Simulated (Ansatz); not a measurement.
Reflectivity of BaHfP2 (R-3m) at normal incidence (Ansatz, PBE, independent particles, without spin-orbit coupling, line width 0.1 eV (Gaussian), carrier damping 0.1 eV):

| E (eV) | R (%) |
| --- | --- |
| 1.00 | 49.0 |
| 1.25 | 47.6 |
| 1.50 | 48.6 |
| 1.75 | 49.0 |
| 2.00 | 49.0 |
| 2.25 | 41.0 |
| 2.50 | 30.8 |
| 2.75 | 30.4 |
| 3.00 | 33.0 |
| 3.25 | 35.6 |
| 3.50 | 37.6 |
| 3.75 | 38.3 |
| 4.00 | 39.0 |
| 4.25 | 40.0 |
| 4.50 | 38.9 |
| 4.75 | 39.9 |
| 5.00 | 42.9 |

Task: What colour would a polished face show in daylight?

Result: Faintly orange: CIE x = 0.346, y = 0.350, luminous reflectivity 38 % under D65, from the mean over the axes.

Note: cells built here by substitution need not match a known phase.
